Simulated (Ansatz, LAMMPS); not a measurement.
# Elastic response of glassy 73SiO2-23BaO-4TiO2 (mol %) (72 atoms), part 2 of 4

Aim: relax glassy 73SiO2-23BaO-4TiO2 (mol %) (72 atoms), then change its volume and shape to read moduli from the stress.

Ansatz 0.2.0; Kohn-Sham DFT, PBE, PAW (set soft_2), plane waves.

The cell: 19 Si, 6 Ba, 1 Ti and 46 O. The quench rate of 8 K/ps far exceeds what a furnace or splat quench reaches. The network of bonds at the start is that of the classical potential that made the cell. The Brillouin zone is sampled at Γ only. Spin–orbit coupling is left out.

So far. Step 2 (Single point at the start): The r.m.s. force at the start is 1.3 eV/Å. Step 3 (Cell and atoms relaxed): The relaxation converged after 18 steps, with a largest force component of 0.032 eV/Å.

**4. Single point at the relaxed geometry**

One more single point at the end of the walk gives the fuller output and checks the residual forces.

Input file input.yaml:

```yaml
crystal:
  lattice:
    - [10.34181, 0.13913, 0.37273]
    - [0.13913, 10.3002, 0.03001]
    - [0.37273, 0.03001, 10.17197]
  atoms:
    - { symbol: Si, position: [0.44506, 0.41831, 0.99069] }
    - { symbol: Si, position: [0.99076, 0.74848, 0.44542] }
    - { symbol: Si, position: [0.08394, 0.26273, 0.1531] }
    - { symbol: Si, position: [0.08461, 0.79021, 0.94581] }
    - { symbol: Si, position: [0.25256, 0.99348, 0.08944] }
    - { symbol: Si, position: [0.5348, 0.38143, 0.54613] }
    [... 60 atom lines left out ...]
    - { symbol: O, position: [0.41824, 0.96626, 0.07396] }
    - { symbol: O, position: [0.69317, 0.11879, 0.22748] }
    - { symbol: O, position: [0.58509, 0.71319, 0.72653] }
    - { symbol: O, position: [0.94913, 0.27166, 0.7985] }
    - { symbol: O, position: [0.71452, 0.19151, 0.76373] }
    - { symbol: O, position: [0.6775, 0.91159, 0.00753] }
kpoints:
  mp_grid: { grid: [1, 1, 1] }
hamiltonian:
  xc: pbe
scf:
  occupations: { method: fixed }
output:
  forces: true
  stress: true
  populations: true
  dos:
    method: { smearing: { sigma: 0.15 } }
    de: 0.1
    projected: { site_lists: { Ba: [Ba], O: [O], Si: [Si], Ti: [Ti] } }
  eigenvalues: true
  write_density: true
  write_potential: true
  volumetric_format: npy
  elf: true
```

Run with:

```
ansatz run input.yaml --threads 4 --pin off --max-ram 8192MiB --backend cpu --events-out ev --progress --plain --runs-dir out
```

Numbers of over 12 decimals in the logs are rounded to 6 here.

Output:

```text
[...]
Crystal: 72 atoms, lattice volume = 1081.912 Å³
Basis set: ecut = 420 eV, 21105 PW (Γ), exchange–correlation on 144×144×144 points (8 copies of the dense FFT grid, shifted against one another)
Bands: 284, of which v1, the nominal top of the filled ones, is band 212 counted from 1 (211 counted from 0)
Symmetry: 1 space group operations
[...]
k-points: 1
[...]
SCF iter   1: F=—  HF=-76467.314858 eV  |F-HF|=—  |Δ(HF+E_count)|=         —  Δρ=2.01e-3  dr2=4.17e-2  ethr=1.77e-3  ⟨swp⟩=4.0  Hψ=1117  notcnv=0  defer=70
[...]
SCF iter  10: F=-76467.325146 eV  HF=-76467.325146 eV  |F-HF|=5.36e-9  |Δ(HF+E_count)|=   1.69e-8  Δρ=1.12e-6  dr2=1.31e-8  ethr=2.36e-11  ⟨swp⟩=9.0  Hψ=1629  notcnv=0
SCF 1 converged in 10 iterations: F = -76467.325146 eV  dr2 = 1.31e-8
[...]
SCF converged after 10 iterations
Free energy (F): -76467.325146 eV
[...]
Internal energy: -76467.325146 eV  (E = F + TS)
E sigma→0 (E₀):  -76467.325146 eV
Fermi energy:    4.290642 eV
[...]
--- Forces (eV/Å), atoms counted from 1 ---
  atom   1  Si     0.00880596     0.00006518    -0.00243778
  atom   2  Si    -0.00291687     0.01023653     0.00649183
  atom   3  Si    -0.00688378    -0.00307937     0.01473406
  atom   4  Si    -0.00412484    -0.00198726     0.02128831
  atom   5  Si     0.01893551    -0.00111860     0.03272015
  atom   6  Si    -0.00485714     0.00211876    -0.01143912
  atom   7  Si     0.00008827    -0.01203685     0.00054727
  atom   8  Si    -0.00502677    -0.00303448    -0.00318552
  atom   9  Si    -0.02576177     0.01213973     0.00778152
  atom  10  Si    -0.00076435     0.00339358    -0.00493299
  atom  11  Si    -0.01424693    -0.01305298    -0.02725557
  atom  12  Si     0.00518246     0.02029297    -0.01330388
  atom  13  Si     0.01123462    -0.00178321    -0.00677243
  atom  14  Si     0.01711366     0.00406403    -0.00073596
[...]
atom  71  O     -0.00550713    -0.01350207     0.00510530
  atom  72  O     -0.00499755    -0.00224716     0.00171774
  max |Σ_I F_I| component: 8.18e-5 eV/Å
--- Stress (GPa, compression-positive) ---
        0.010989       0.008170       0.012050
        0.008171      -0.005034       0.007322
        0.012051       0.007322      -0.034205
  P = ⅓ Tr σ = -0.0094 GPa (-0.094 kbar)
--- Band table (eV) ---
[...]
--- Löwdin populations: 72 sites ---
  site symbol       q [e]
     0     Si      2.2378
     1     Si      2.4231
     2     Si      2.2688
[...]
71      O      6.7803
  spilling = 0.013305 (of n_electrons = 424.000000)
```

Elapsed: 12 s, on 4 threads of Intel Xeon Platinum 8175M at 2.50GHz (Skylake/Cascade Lake), shared host; peak memory 1.4 GiB; 44 s of CPU time.

The run gave:

| Item | Value |
| --- | --- |
| free energy | -76467.3251 eV |
| free energy per atom | -1062.0462 eV/atom |
| SCF cycles | 10 |
| pressure | -0.009416 GPa |
| r.m.s. force component | 0.0093 eV/Å |
| longest force | 0.03782 eV/Å |
| Fermi energy | 4.291 eV |
| gap (highest filled to lowest empty level) | 2.997 eV |
| spilling of the projection | 0.01331 |

Löwdin charges by element (they lack the spilled electrons, 0.078 e an atom on average):

```tsv
element	coordination	atoms	mean charge (e)	spread	least	most
Ba	all	6	1.86	0.0175	1.83	1.87
O	all	46	-0.847	0.0843	-1.05	-0.729
Si	all	19	1.69	0.0493	1.58	1.76
Ti	all	1	1.43	0	1.43	1.43
```

Density of states as counts of states in windows of 1 eV (from the Fermi level), total and the larger projections:

```tsv
from (eV)	to (eV)	total	O p	Si p	O s	Ba p
-18	-17	14.7	0.2	1.8	11.7	0.0
-17	-16	17.0	0.3	2.2	13.3	0.3
-16	-15	2.3	0.0	0.3	1.9	0.0
-15	-11	0.0	0.0	0.0	0.0	0.0
-11	-10	32.5	2.8	0.3	0.3	28.3
-10	-9	11.3	4.1	0.3	0.3	5.1
-9	-8	11.8	7.9	1.0	0.6	0.2
-8	-7	13.1	9.4	1.8	0.5	0.1
-7	-6	18.8	14.1	3.4	0.3	0.1
-6	-5	16.4	12.6	2.5	0.5	0.1
-5	-4	28.9	23.2	2.7	1.4	0.2
-4	-3	46.5	40.4	2.6	1.3	0.3
-3	-2	53.7	48.9	1.6	0.9	0.4
-2	-1	41.6	38.9	0.7	0.4	0.3
-1	0	35.0	32.7	0.9	0.2	0.3
0	1	2.2	2.1	0.0	0.0	0.0
1	2	0.0	0.0	0.0	0.0	0.0
2	3	0.8	0.1	0.0	0.0	0.0
3	4	6.7	1.1	0.2	0.2	0.0
4	5	2.5	0.2	0.1	0.5	0.0
```

With fixed occupations the program's Fermi level is the highest filled level; weight inside the gap is the broadening of levels at its edges.

Between -26 and -18 eV lie 70 more states.

The levels nearest the highest filled one (over half full), pooled over k-points and spins:

```tsv
level less the highest filled one (eV)	occupation
-0.384	2
-0.302	2
-0.274	2
-0.181	2
-0.0541	2
0	2
3.00	0
3.18	0
3.86	0
3.88	0
4.10	0
5.23	0
```

Electrostatic potential energy in the bc plane at fractional x = 0.080, with atoms of Si and Ba and O within 0.2 Å of it. With pseudopotentials it is smooth inside the atoms' cores, unlike the true potential.

Ten even steps from '_' (-42 eV) to '@' (11 eV), each cell a mean:
```
@@@@@@@@@@@@@@@@@@@@##**####**##**..__..++::______++%%@@@@
@@@@@@@@@@@@@@@@@@@@@@@@%%##**####++==++**::______++%%@@@@
@@@@@@@@@@@@@@@@@@@@@@@@%%%%##%%%%@@@@@@%%++--::==##%%@@@@
%%%%%%%%@@@@@@@@@@@@@@@@@@@@@@@@@@@@@@@@@@%%##++**%%@@@@%%
++++++**%%@@@@@@@@@@@@@@@@@@@@@@@@@@@@@@@@@@%%====##@@%%##
::..::--**%%@@@@@@@@@@@@@@@@@@@@@@@@@@@@@@@@@@##**%%@@##++
..____::++%%@@@@@@@@@@@@@@@@@@@@@@@@@@@@@@@@@@@@@@@@%%##--
..__..::++%%@@@@@@@@@@@@@@@@@@@@@@@@@@@@@@@@@@@@@@@@%%##--
--::::==##%%@@@@@@@@@@@@@@@@@@@@@@@@@@@@@@@@@@@@@@@@@@%%**
##****##%%@@@@@@@@@@@@@@@@@@@@@@@@@@@@@@@@@@@@@@@@@@@@@@%%
%%%%%%@@@@@@%%%%%%%%%%@@@@@@@@@@@@%%==--++@@@@@@@@@@@@@@@@
@@@@@@@@@@%%##++==++##%%@@@@@@@@@@##::__::##%%@@@@@@%%%%@@
%%@@%%****##==______++%%@@@@@@@@@@%%++--++####%%%%++--++%%
%%%%%%++==**--______--##@@@@@@@@@@@@@@%%%%####%%%%--::--##
%%%%@@%%##%%**::..::**%%@@@@@@@@@@@@@@@@%%%%%%%%@@##**####
%%@@@@@@@@@@%%##******%%@@@@@@@@%%%%%%@@@@@@@@@@@@@@@@@@%%
@@@@@@@@@@@@@@%%##--::**@@@@@@%%%%%%%%%%@@@@@@@@@@@@@@@@@@
@@@@@@@@@@%%%%####==--**@@@@@@%%%%%%%%%%@@@@@@@@@@@@@@@@@@
@@@@@@@@@@##++----++##%%@@@@@@%%%%%%%%@@@@@@@@@@@@@@@@@@@@
@@@@@@@@%%**..____::##%%@@@@@@@@%%%%@@@@@@@@@@@@@@@@@@@@@@
@@@@@@@@%%**..____..**%%@@@@@@@@@@@@@@@@@@@@@@@@@@@@@@@@@@
@@@@@@@@@@##==::::======##@@@@@@@@@@@@@@@@@@@@@@@@@@@@@@@@
@@@@@@@@@@%%%%####++____--%%%%%%@@%%##%%%%%%%%##%%%%@@@@@@
@@@@@@@@@@@@@@@@@@**..__::####%%##::..--##**--::++##@@@@@@
```
Columns run along b (10.3 Å; values clipped at the 3rd and 97th percentile), rows up along c (10.2 Å). Atoms in or near the plane, at fractional coordinates: Si at (0.26, 0.15), Si at (0.79, 0.95), Si at (0.28, 0.44), Ba at (0.05, 0.71), O at (0.63, 0.98), O at (0.38, 0.04), O at (0.66, 0.51).

ELF in the bc plane at fractional x = 0.080, with atoms of Si and Ba and O within 0.2 Å of it. It is the smooth field of the valence electrons, not physical close to the nuclei.

Ten even steps from '0' (0.00) to '9' (0.87), each cell a mean:
```
00000001479986258758951113210
00000000024442148989731212200
00000000000011123665334676410
34420001100024310111158998510
89984002100136531000268998514
86798201100035531000268998338
40189400000011110000036774159
61389500000000000000001220169
99998200022210000244310000049
67652000245530003788752000003
01111111345531016998974113320
11467531244420027985884147874
23799851112210026888973378897
23899961211100002466652488897
23789852355420000011222368896
11455323799852000001232124553
00000014888983012212343000110
00000015899983013322343000000
00011212688641012211121000000
00133311233100000000000001000
01234411135542000000000245420
00234321489886201453101467641
00012212797588315898511477642
00000002698688238878841356531
```
Columns run along b (10.3 Å), rows up along c (10.2 Å). Atoms in or near the plane, at fractional coordinates: Si at (0.26, 0.15), Si at (0.79, 0.95), Si at (0.28, 0.44), Ba at (0.05, 0.71), O at (0.63, 0.98), O at (0.38, 0.04), O at (0.66, 0.51).

Filled and empty levels are parted by 3.00 eV (at Γ alone); a semilocal functional tends to put such gaps too low. In a disordered cell it changes from sample to sample, and tail or defect levels can set it. Mean Löwdin charges: Ba +1.86, O -0.85, Si +1.69, Ti +1.43 e (they miss 1.3 % of the electrons, so they add up to more than the cell's charge).

**5. Volume -3 %**

The relaxed cell is scaled evenly and the atoms are relaxed again; the stress at the end gives one point of P(V).

input.yaml, the sections that differ from step 4:

```yaml
crystal:
  lattice:
    - [10.23734, 0.13772, 0.36896]
    - [0.13772, 10.19615, 0.02971]
    - [0.36896, 0.02971, 10.06922]
  atoms:
    [... the 72 atom lines of step 4 ...]
output:
  forces: true
  eigenvalues: true
  stress: true
relax:
  f_tol: 0.05
  max_steps: 70
# kpoints, hamiltonian, scf: as in step 4
```

Output:

```text
Warning: output.stress: scf.convergence.dr2_threshold = 1e-7 eV (the SCF's general default) is looser than the 7.2e-9 eV advised for a printed stress (1e-10 eV for each atom of the cell: 72). What an SCF threshold leaves in a stress goes as its square root, and in the free energy as the threshold itself, and one threshold admits the most on a small cell: [...]
[...]
Crystal: 72 atoms, lattice volume = 1049.455 Å³
Basis set: ecut = 420 eV, 20487 PW (Γ), exchange–correlation on 144×144×144 points (8 copies of the dense FFT grid, shifted against one another)
Bands: 284, of which v1, the nominal top of the filled ones, is band 212 counted from 1 (211 counted from 0)
Symmetry: 1 space group operations
[...]
k-points: 1
[...]
SCF iter   1: F=—  HF=-76466.863979 eV  |F-HF|=—  |Δ(HF+E_count)|=         —  Δρ=2.01e-3  dr2=3.96e-2  ethr=1.77e-3  ⟨swp⟩=4.0  Hψ=1117  notcnv=0  defer=70
[...]
SCF iter   5: F=—  HF=-76466.874740 eV  |F-HF|=—  |Δ(HF+E_count)|=   4.98e-5  Δρ=9.38e-5  dr2=1.20e-4  ethr=1.80e-7  ⟨swp⟩=2.0  Hψ=431  notcnv=0  defer=70
SCF iter   6: F=-76466.874763 eV  HF=-76466.874764 eV  |F-HF|=4.84e-7  |Δ(HF+E_count)|=   2.38e-5  Δρ=3.93e-5  dr2=1.74e-5  ethr=1.47e-8  ⟨swp⟩=16.0  Hψ=2093  notcnv=0
SCF 1 converged in 6 iterations: F = -76466.874763 eV  dr2 = 1.74e-5
[...]
relax step   1: F+E_penalty+E_count = -76466.87476311 eV  Δ(F+E_penalty+E_count) = +0.000e0 eV  max|allowed force component| = 7.437e-1 eV/Å  Δτ_max = 0.0000 Å  (6 SCF iters, dr2 threshold 6.25e-5 eV, accepted)
[...]
relax step   2: F+E_penalty+E_count = -76467.00427793 eV  Δ(F+E_penalty+E_count) = -1.295e-1 eV  max|allowed force component| = 3.588e-1 eV/Å  Δτ_max = 0.1056 Å  (7 SCF iters, dr2 threshold 3.46e-5 eV, accepted)
[...]
relax step   3: F+E_penalty+E_count = -76467.09979601 eV  Δ(F+E_penalty+E_count) = -9.552e-2 eV  max|allowed force component| = 2.573e-1 eV/Å  Δτ_max = 0.0429 Å  (7 SCF iters, dr2 threshold 8.05e-6 eV, accepted)
relax step   4: F+E_penalty+E_count = -76466.87833590 eV  Δ(F+E_penalty+E_count) = +2.215e-1 eV  max|allowed force component| = 8.705e-1 eV/Å  Δτ_max = 0.2000 Å  (8 SCF iters, dr2 threshold 1.54e-5 eV, rejected (line search))
relax step   5: F+E_penalty+E_count = -76467.14756108 eV  Δ(F+E_penalty+E_count) = -4.777e-2 eV  max|allowed force component| = 1.676e-1 eV/Å  Δτ_max = 0.0524 Å  (10 SCF iters, accepted)
relax step   6: F+E_penalty+E_count = -76467.13298149 eV  Δ(F+E_penalty+E_count) = +1.458e-2 eV  max|allowed force component| = 5.765e-1 eV/Å  Δτ_max = 0.1000 Å  (7 SCF iters, dr2 threshold 1.19e-5 eV, rejected (line search))
relax step   7: F+E_penalty+E_count = -76467.15784340 eV  Δ(F+E_penalty+E_count) = -1.028e-2 eV  max|allowed force component| = 7.887e-2 eV/Å  Δτ_max = 0.0440 Å  (9 SCF iters, accepted)
relax step   8: F+E_penalty+E_count = -76467.15279198 eV  Δ(F+E_penalty+E_count) = +5.051e-3 eV  max|allowed force component| = 1.562e-1 eV/Å  Δτ_max = 0.0500 Å  (9 SCF iters, rejected (line search))
relax step   9: F+E_penalty+E_count = -76467.16073378 eV  Δ(F+E_penalty+E_count) = -2.890e-3 eV  max|allowed force component| = 5.547e-2 eV/Å  Δτ_max = 0.0243 Å  (9 SCF iters, accepted)
[...]
relax step  10: F+E_penalty+E_count = -76467.16198312 eV  Δ(F+E_penalty+E_count) = -1.249e-3 eV  max|allowed force component| = 3.973e-2 eV/Å  Δτ_max = 0.0250 Å  (8 SCF iters, accepted)
SCF converged after 8 iterations
Free energy (F): -76467.161983 eV
[...]
Internal energy: -76467.161983 eV  (E = F + TS)
E sigma→0 (E₀):  -76467.161983 eV
Fermi energy:    4.623888 eV
[...]
Σ components = -76467.161983   (vs F -76467.161983, Δ=0.00e0)
--- Forces (eV/Å), atoms counted from 1 ---
  atom   1  Si    -0.00548948     0.00631253     0.00618917
  atom   2  Si     0.02805269     0.00174967     0.00493847
  atom   3  Si     0.00213209     0.00733544     0.02631277
  atom   4  Si     0.01027447    -0.00227445    -0.00760294
[...]
atom  72  O      0.00183438    -0.00567729     0.00717643
  max |Σ_I F_I| component: 1.16e-4 eV/Å
--- Stress (GPa, compression-positive) ---
        1.680402      -0.116057      -0.146549
       -0.116057       1.300952       0.098849
       -0.146548       0.098848       2.039763
  P = ⅓ Tr σ = 1.6737 GPa (16.737 kbar)
--- Band table (eV) ---
[...]
--- Relaxed structure (10 steps of the walk, 7 accepted, 0 SCFs on fresh bases) ---
  F+E_penalty+E_count = -76467.16198312 eV   max|allowed force component| = 3.973e-2 eV/Å
  atoms:
    - { symbol: Si, position: [0.447075, 0.413347, 0.988756] }
    - { symbol: Si, position: [0.989868, 0.748939, 0.443372] }
    - { symbol: Si, position: [0.083830, 0.260793, 0.153414] }
    - { symbol: Si, position: [0.083383, 0.788398, 0.946060] }
[...]
- { symbol: O, position: [0.676098, 0.912214, 0.00504119] }
```

Elapsed: 83 s, on 4 threads; peak memory 1.4 GiB; 5 min of CPU time.

The program notes that the SCF threshold is loose for the stress.

The relaxation converged after 10 steps, 0.287 eV below its start, with a largest force component of 0.040 eV/Å.

Volume -3 %: the energy stands 0.163 eV above that of the reference, at a pressure of 1.67 GPa.

**6. Volume +3 %**

The relaxed cell is scaled to another volume.

input.yaml, the sections that differ from step 5:

```yaml
crystal:
  lattice:
    - [10.44421, 0.14051, 0.37642]
    - [0.14051, 10.40219, 0.03031]
    - [0.37642, 0.03031, 10.27269]
  atoms:
    [... the 72 atom lines of step 4 ...]
# kpoints, hamiltonian, scf, output, relax: as in step 5
```

Output:

```text
[...]
Crystal: 72 atoms, lattice volume = 1114.369 Å³
Basis set: ecut = 420 eV, 21809 PW (Γ), exchange–correlation on 144×144×144 points (8 copies of the dense FFT grid, shifted against one another)
Bands: 284, of which v1, the nominal top of the filled ones, is band 212 counted from 1 (211 counted from 0)
Symmetry: 1 space group operations
[...]
k-points: 1
[...]
SCF iter   1: F=—  HF=-76466.914358 eV  |F-HF|=—  |Δ(HF+E_count)|=         —  Δρ=2.04e-3  dr2=4.48e-2  ethr=1.77e-3  ⟨swp⟩=4.0  Hψ=1117  notcnv=0  defer=70
[...]
SCF iter   5: F=—  HF=-76466.923945 eV  |F-HF|=—  |Δ(HF+E_count)|=   8.77e-5  Δρ=9.92e-5  dr2=1.43e-4  ethr=2.79e-7  ⟨swp⟩=2.0  Hψ=431  notcnv=0  defer=70
SCF iter   6: F=-76466.923971 eV  HF=-76466.923975 eV  |F-HF|=4.30e-6  |Δ(HF+E_count)|=   2.96e-5  Δρ=4.79e-5  dr2=2.56e-5  ethr=1.47e-8  ⟨swp⟩=17.0  Hψ=2023  notcnv=0
SCF 1 converged in 6 iterations: F = -76466.923971 eV  dr2 = 2.56e-5
[...]
relax step   1: F+E_penalty+E_count = -76466.92397070 eV  Δ(F+E_penalty+E_count) = +0.000e0 eV  max|allowed force component| = 6.506e-1 eV/Å  Δτ_max = 0.0000 Å  (6 SCF iters, dr2 threshold 6.25e-5 eV, accepted)
[...]
relax step   2: F+E_penalty+E_count = -76467.03669683 eV  Δ(F+E_penalty+E_count) = -1.127e-1 eV  max|allowed force component| = 4.066e-1 eV/Å  Δτ_max = 0.1149 Å  (7 SCF iters, dr2 threshold 2.65e-5 eV, accepted)
[...]
relax step   3: F+E_penalty+E_count = -76467.12854265 eV  Δ(F+E_penalty+E_count) = -9.185e-2 eV  max|allowed force component| = 2.613e-1 eV/Å  Δτ_max = 0.0625 Å  (7 SCF iters, dr2 threshold 1.03e-5 eV, accepted)
relax step   4: F+E_penalty+E_count = -76466.96739348 eV  Δ(F+E_penalty+E_count) = +1.611e-1 eV  max|allowed force component| = 1.248e0 eV/Å  Δτ_max = 0.2000 Å  (7 SCF iters, dr2 threshold 2.67e-5 eV, rejected (line search))
relax step   5: F+E_penalty+E_count = -76467.16490016 eV  Δ(F+E_penalty+E_count) = -3.636e-2 eV  max|allowed force component| = 1.487e-1 eV/Å  Δτ_max = 0.0352 Å  (10 SCF iters, accepted)
relax step   6: F+E_penalty+E_count = -76467.16737210 eV  Δ(F+E_penalty+E_count) = -2.472e-3 eV  max|allowed force component| = 1.097e-1 eV/Å  Δτ_max = 0.1000 Å  (8 SCF iters, dr2 threshold 7.16e-6 eV, accepted)
relax step   7: F+E_penalty+E_count = -76467.17268388 eV  Δ(F+E_penalty+E_count) = -5.312e-3 eV  max|allowed force component| = 2.818e-2 eV/Å  Δτ_max = 0.0407 Å  (7 SCF iters, dr2 threshold 3.90e-6 eV, accepted)
[...]
relax step   8: F+E_penalty+E_count = -76467.17268419 eV  Δ(F+E_penalty+E_count) = -3.133e-7 eV  max|allowed force component| = 2.830e-2 eV/Å  Δτ_max = 0.0000 Å  (4 SCF iters, accepted)
SCF converged after 4 iterations
Free energy (F): -76467.172684 eV
[...]
Internal energy: -76467.172684 eV  (E = F + TS)
E sigma→0 (E₀):  -76467.172684 eV
Fermi energy:    3.998436 eV
[...]
Σ components = -76467.172684   (vs F -76467.172684, Δ=0.00e0)
--- Forces (eV/Å), atoms counted from 1 ---
  atom   1  Si     0.02325559     0.00231562    -0.00502646
  atom   2  Si    -0.00460791     0.00529288     0.02427948
  atom   3  Si     0.00531044    -0.02731440    -0.00146978
  atom   4  Si     0.00479046     0.01880093    -0.02740195
[...]
atom  72  O      0.00727273     0.00154563     0.01045652
  max |Σ_I F_I| component: 8.02e-5 eV/Å
--- Stress (GPa, compression-positive) ---
       -1.484731       0.113643       0.226235
        0.113644      -1.340455      -0.049605
        0.226236      -0.049605      -1.979421
  P = ⅓ Tr σ = -1.6015 GPa (-16.015 kbar)
--- Band table (eV) ---
[...]
--- Relaxed structure (8 steps of the walk, 7 accepted, 0 SCFs on fresh bases) ---
  F+E_penalty+E_count = -76467.17268419 eV   max|allowed force component| = 2.830e-2 eV/Å
  atoms:
    - { symbol: Si, position: [0.444069, 0.421095, 0.992247] }
    - { symbol: Si, position: [0.991187, 0.749728, 0.446285] }
    - { symbol: Si, position: [0.084854, 0.265396, 0.152858] }
    - { symbol: Si, position: [0.084861, 0.791753, 0.944499] }
[...]
- { symbol: O, position: [0.677501, 0.908903, 0.00888211] }
```

Run time: 62 s. Hardware: 4 threads; peak memory 1.4 GiB.

The relaxation converged after 8 steps, 0.249 eV below its start, with a largest force component of 0.028 eV/Å.

Volume +3 %: the energy stands 0.152 eV above that of the reference, at a pressure of -1.60 GPa.

**7. Volume -6 %**

The relaxed cell is scaled to another volume.

Input and log are left out; they have the form of those shown for this kind of step.

It took 2 min on 4 threads of Intel Xeon Platinum 8175M at 2.50GHz (Skylake/Cascade Lake), shared host; peak memory 1.3 GiB; 7.4 min of CPU time.

The relaxation converged after 15 steps, 1.24 eV below its start, with a largest force component of 0.032 eV/Å.

Volume -6 %: the energy stands 0.671 eV above that of the reference, at a pressure of 3.45 GPa.

(Part 2 of 4 ends here.)

[Logs are printed without paths, hosts, clocks, repeated set-up lines and the standing remarks that a program may print on its own settings, such as how far it seeks lower states.]

[Hosts, paths, dates, database ids (printed as entryN), source tags and the programs' standing remarks are cut or masked in the printed files.]
